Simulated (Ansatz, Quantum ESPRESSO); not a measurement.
# BaPb3 (Pm-3m): zone-centre phonons, part 3 of 3

Aim: the zone-centre modes of BaPb3 (Pm-3m).

Quantum ESPRESSO 7.5; DFT PBEsol, scalar-relativistic, plane waves, PseudoDojo norm-conserving pseudopotentials.

So far, highest optical zone-centre mode (no LO-TO term) (cm⁻¹): step 6 (zone-centre analysis) 116; step 7 (ASR crystal) 116.

## 9. A second program

The same cell goes through another code, with its own cutoff. It uses its own PAW datasets, so the potentials differ. Its k mesh is centred on Γ.

This step: DFT PBEsol, scalar-relativistic, plane waves, PAW (Ansatz 0.2.0).

File input.yaml:

```yaml
crystal:
  lattice:
    - [5.0298677392, 0.0, 0.0]
    - [0.0, 5.0298677392, 0.0]
    - [0.0, 0.0, 5.0298677392]
  atoms:
    - { symbol: Ba, position: [0.0, 0.0, 0.0] }
    - { symbol: Pb, position: [0.0, 0.5, 0.5] }
    - { symbol: Pb, position: [0.5, 0.0, 0.5] }
    - { symbol: Pb, position: [0.5, 0.5, 0.0] }
kpoints:
  mp_grid: { grid: [6, 6, 6] }
hamiltonian:
  xc: pbesol
scf:
  occupations: { method: cold, width: 0.27211 }
output:
  eigenvalues: true
phonons:
  method: dfpt
```

Launch:

```console
ansatz run input.yaml --threads 8 --pin off --max-ram 16384MiB --backend cpu --events-out ev --progress --plain --runs-dir out
```

Numbers of over 12 decimals in the logs are rounded to 6 here.

The log of the run:

```text
zone centre: on kpoints.mp_grid the ground state, and the responses unless they are solved on pairs of k-points, stand on 64 of the mesh's 216 k-points, reduced under 8 symmetry operations, with k and −k counted as one. Each operation leaves every solved displacement unchanged or reverses it
Engine: ansatz 0.2.0, aarch64-unknown-linux-gnu
Pseudopotentials: kind: paw
Pseudopotential: Ba, paw, valence charge 10, recommended cutoff 420 eV (normal), Ba.paw.azcp
Pseudopotential: Pb, paw, valence charge 14, recommended cutoff 420 eV (normal), Pb.paw.azcp
Functional definition: PBEsol
  exchange = pbesol_x
  correlation = pbesol_c
Crystal: 4 atoms, lattice volume = 127.253 Å³
Basis set: ecut = 420 eV, 2517 PW (Γ), exchange–correlation on 72×72×72 points (8 copies of the dense FFT grid, shifted against one another)
Bands: 32, of which v1, the nominal top of the filled ones, is band 26 counted from 1 (25 counted from 0)
Symmetry: 48 space group operations
k-points: 64 of 216 (irreducible under 8 space group operations)
Non-local potential: Ba, projectors of the file, l = 0: 3, l = 1: 2, l = 2: 2, l = 3: 2
Non-local potential: Pb, projectors of the file, l = 0: 2, l = 1: 2, l = 2: 2, l = 3: 2
PAW form: soft (Blöchl's): semilocal exchange-correlation on the pseudo side does not see the compensation charge
PAW frozen core: Ba, regenerated for the run's functional, and the local potential with it (the file was generated under x = pbe(κ = 0.804, μ = 0.219515), c = pbe(β = 0.066725))
PAW frozen core: Pb, regenerated for the run's functional, and the local potential with it (the file was generated under x = pbe(κ = 0.804, μ = 0.219515), c = pbe(β = 0.066725))
PAW one-centre angular grid: Ba, 194 points (default); XC on 64 Gauss nodes
PAW one-centre angular grid: Pb, 590 points (default); XC on 64 Gauss nodes
Initial density: superposition of atomic densities (neutral atoms: chi_scale 0, normalization atom), corrected by the library's trained network
Initial wavefunctions: pseudopotential atomic-orbital guess
Functional: x = pbesol(κ = 0.804, μ = 0.123457), c = pbesol(β = 0.046)
SCF iter   1: F=—  HF=-41129.060830 eV  |F-HF|=—  |Δ(HF+E_count)|=         —  Δρ=1.91e-3  dr2=7.94e-3  ethr=1.77e-3  ⟨swp⟩=8.8  Hψ=10728  notcnv=0
preconditioner: auto → Kerker (q_TF=auto, 2.350 Å⁻¹)  [metal: Δε(μ)=0.154 eV  Ē_g=15.292 eV  σ=0.272 eV  W_gap=0.38  n_scr=26 (ndim 8)  ℏωp=23.3 eV  f_vac=0.000  D(μ)=1.07/eV (n_scr^D=0)]
SCF iter   2: F=—  HF=-41129.057744 eV  |F-HF|=—  |Δ(HF+E_count)|=   3.09e-3  S|Δr|=    0.00e0  Δρ=1.24e-3  dr2=3.49e-3  ethr=1.53e-5  ⟨swp⟩=2.1  Hψ=3521  notcnv=0
SCF iter   3: F=—  HF=-41129.056707 eV  |F-HF|=—  |Δ(HF+E_count)|=   1.04e-3  S|Δr|=    0.00e0  Δρ=5.87e-4  dr2=5.17e-4  ethr=6.72e-6  ⟨swp⟩=2.0  Hψ=3612  notcnv=0
SCF iter   4: F=—  HF=-41129.056633 eV  |F-HF|=—  |Δ(HF+E_count)|=   7.46e-5  S|Δr|=    0.00e0  Δρ=3.66e-4  dr2=2.71e-4  ethr=9.94e-7  ⟨swp⟩=1.0  Hψ=2018  notcnv=0
SCF iter   5: F=—  HF=-41129.056553 eV  |F-HF|=—  |Δ(HF+E_count)|=   7.97e-5  S|Δr|=    0.00e0  Δρ=1.10e-4  dr2=2.27e-5  ethr=5.21e-7  ⟨swp⟩=2.0  Hψ=2522  notcnv=0
SCF iter   6: F=—  HF=-41129.056544 eV  |F-HF|=—  |Δ(HF+E_count)|=   9.00e-6  S|Δr|=    0.00e0  Δρ=2.40e-5  dr2=1.56e-6  ethr=4.36e-8  ⟨swp⟩=2.1  Hψ=3596  notcnv=0
SCF iter   7: F=—  HF=-41129.056544 eV  |F-HF|=—  |Δ(HF+E_count)|=   3.91e-7  S|Δr|=    0.00e0  Δρ=8.26e-6  dr2=1.03e-7  ethr=3.00e-9  ⟨swp⟩=3.0  Hψ=3687  notcnv=0
SCF iter   8: F=—  HF=-41129.056544 eV  |F-HF|=—  |Δ(HF+E_count)|=   2.76e-8  S|Δr|=    0.00e0  Δρ=2.64e-6  dr2=1.29e-8  ethr=1.99e-10  ⟨swp⟩=3.0  Hψ=3772  notcnv=0
SCF iter   9: F=—  HF=-41129.056544 eV  |F-HF|=—  |Δ(HF+E_count)|=   4.90e-9  S|Δr|=    0.00e0  Δρ=4.03e-7  dr2=3.12e-10  ethr=2.47e-11  ⟨swp⟩=2.0  Hψ=3615  notcnv=0
SCF iter  10: F=-41129.056544 eV  HF=-41129.056544 eV  |F-HF|=1.46e-11  |Δ(HF+E_count)|=  1.09e-10  S|Δr|=    0.00e0  Δρ=4.63e-8  dr2=3.42e-12  ethr=1.00e-12  ⟨swp⟩=7.5  Hψ=13343  notcnv=0
SCF 1 converged in 10 iterations: F = -41129.056544 eV  dr2 = 3.42e-12
  greatest PAW one-centre occupation: 0.978 electrons in one spin orbital (limit 2), on the Pb atom at site 3 (counted from 0), in its partial waves of l = 2
DFPT response loops at Γ: preconditioner auto → Kerker (q_TF=auto, 2.350 Å⁻¹) (partly filled bands, converged f_vac=0.000); β = 1.00, the filter's whole step (`scf.mixing.beta` (0.50) is not read by the response loops under this deck's `scf.mixing.preconditioner`; to damp them name `kerker` or `kerker_dos`, under which they read `scf.mixing.beta`, and type it under 1.00, their step now; both keys bind the ground state too); Broyden in place of MSR1
SCF converged after 10 iterations
Stability not checked: this state was not tested for a lower state beside it, because cold or Methfessel-Paxton smearing, or corrected tetrahedra, fill the levels in a way that the test cannot read (fill_not_monotonic; see scf.lower_state_search)
Free energy (F): -41129.056544 eV
Harris-Foulkes:  -41129.056544 eV  (|F-HF|=1.46e-11)
Internal energy: -41129.085165 eV  (E = F + TS)
E sigma→0 (E₀):  -41129.066085 eV
Entropy (-TS):   0.028621 eV (7.155 meV/atom)
Fermi energy:    10.534610 eV
Step filling:    the computed levels leave a gap of 0.0000 eV = 0.0 smearing widths at the electron count; against every level under it full and every level over it empty, smearing changes F+E_penalty+E_count by +9.539 meV and its σ→0 estimate by -1.55e-3 meV
--- Per-component energies (eV) ---
  E_band       = -144.763974
  E_kinetic    = 1040.289261
  E_local      = -3430.830407  (includes V_loc(G=0)·N_el)
  E_nonlocal   = 1113.564897
  E_hartree    = 1358.369552
  E_xc         = -824.232184
  E_vxc        = -534.732763  (∫ρ·V_xc dr)
  E_paw        = -35911.377244  (= ΣΔE_a)
  E_vpaw       = -1049.794141  (= ΣTr[D̂ρ^β])
  E_aug_tail   = 0.000141  (compensation charges beyond the density's cutoff)
  E_ewald      = -4475.206964
  E_core_change = 0.337783  (= ΣΔE_core)
  E_smearing   = 0.028621  (= −TS)
  E_closure    = -0.000000  (closes the sum)
  Σ components = -41129.056544   (vs F -41129.056544, Δ=0.00e0)
--- Band table (eV; the first three rows and the last of 64) ---
  k-point 0: bands = [... 22 lower, 8.6710, 8.6710, 8.6710, 12.2487, 12.2487, 12.2487, 13.0241, 13.0241, ... 2 higher]
  k-point 1: bands = [... 22 lower, 8.6987, 8.6987, 8.9723, 10.9834, 11.6693, 11.6693, 13.1502, 13.5859, ... 2 higher]
  k-point 2: bands = [... 22 lower, 8.7205, 8.7205, 9.7799, 9.9220, 11.2368, 11.2368, 12.6329, 13.6509, ... 2 higher]
  k-point 63: bands = [... 22 lower, 6.6688, 8.6511, 8.6511, 8.6511, 14.0665, 14.9160, 14.9160, 15.1155, ... 2 higher]
--- Phonons (Γ-DFPT): 3 representative perturbations + reference, on 64 of 216 k-points (Σ response iterations 9) ---
  k mesh reduced under 8 symmetry operations, with k and −k counted as one. Each operation leaves every solved displacement unchanged or reverses it
  ASR residual: 6.054e-5 → 0.000e0 eV/Å²; symmetrization residual: 2.575e-5 eV/Å²
  ASR residual per site (eV/Å²): 6.05e-5 1.77e-5 1.77e-5 1.77e-5
  Γ frequencies (cm⁻¹): -38.77 -38.77 -38.77 0.00 0.00 0.00 58.39 58.39 58.39 115.12 115.12 115.12
  non-analytic LO–TO correction: not included (Born effective charges unavailable; polar crystals: no LO–TO splitting at Γ)
```

Elapsed: 14 s, on 8 threads of Arm Neoverse V2, shared host; peak memory 1.4 GiB; 1.7 min of CPU time.

Read from the output:

```yaml
sum_rule_residual_before_enforcement: 6.05e-5 eV/Å²
highest_optical_zone_centre_mode_no_lo_to_term: 115.1 cm⁻¹
lowest_optical_zone_centre_mode: -38.77 cm⁻¹
```

## 10. Side by side: QE PseudoDojo and Ansatz, PAW

Numbers from this step:

```yaml
root_mean_square_difference: 1.4 cm⁻¹
largest_difference: 1.97 cm⁻¹
```

Frequencies side by side, by row:

| q (reciprocal lattice) | mode | QE PseudoDojo (cm⁻¹) | Ansatz, PAW (cm⁻¹) |
| --- | --- | --- | --- |
| 0 0 0 | 1 | -36.8 | -38.77 |
| 0 0 0 | 2 | -36.8 | -38.77 |
| 0 0 0 | 3 | -36.8 | -38.77 |
| 0 0 0 | 4 | 0 | 0 |
| 0 0 0 | 5 | 0 | 0 |
| 0 0 0 | 6 | 0 | 0 |
| 0 0 0 | 7 | 59.03 | 58.39 |
| 0 0 0 | 8 | 59.03 | 58.39 |
| 0 0 0 | 9 | 59.03 | 58.39 |
| 0 0 0 | 10 | 116.4 | 115.1 |
| 0 0 0 | 11 | 116.4 | 115.1 |
| 0 0 0 | 12 | 116.4 | 115.1 |

At the zone centre the largest difference (acoustic modes at Γ apart) is 2 % of the highest mode, but 5 % of the mode at 37i cm⁻¹ on which it sits.

## 11. Outcome

```json
{
 "space group after relaxation": "Pm-3m",
 "volume per atom": "31.8 Å³",
 "highest optical zone-centre mode (no LO-TO term)": "116.4 cm⁻¹",
 "lowest optical zone-centre mode": "-36.8 cm⁻¹",
 "imaginary optical modes at the zone centre (no q mesh in this session)": "yes",
 "largest difference from Ansatz, PAW": "1.97 cm⁻¹"
}
```

**Reading.** At the PBEsol level the optical modes of BaPb3 (Pm-3m) at the zone centre run from 37i to 116 cm⁻¹, so the structure is a saddle point, with 3 modes beyond 10i cm⁻¹ there. Of the 9 optical modes, 6 are infrared active alone and 3 are silent. QE PseudoDojo and Ansatz, PAW differ by 1.4 cm⁻¹ in the root mean square and by 2.0 cm⁻¹ at most, 1.7 % of the highest mode compared (acoustic modes at Γ left out); the two use different potentials, and the cell was not relaxed for the second set. These are harmonic frequencies at zero temperature: anharmonic shifts and linewidths and thermal expansion are left out. Spin-orbit coupling is left out, which can matter for the heavy elements here. In a metal the frequencies hang on the k mesh and the smearing, most of all near Kohn anomalies. The relaxation ran at 51 Ry, under the 62 Ry recommended for these files; the stress of so short a basis can leave the cell about one per cent too small. The structure comes from a database and need not be the phase that is stable at ambient conditions.

[Host names and launcher messages were left out of these logs when they were recorded.]

[Logs are printed without paths, hosts, clocks, repeated set-up lines and the standing remarks that a program may print on its own settings, such as how far it seeks lower states.]

[Hosts, paths, dates, database ids (printed as entryN), source tags and the programs' standing remarks are cut or masked in the printed files.]
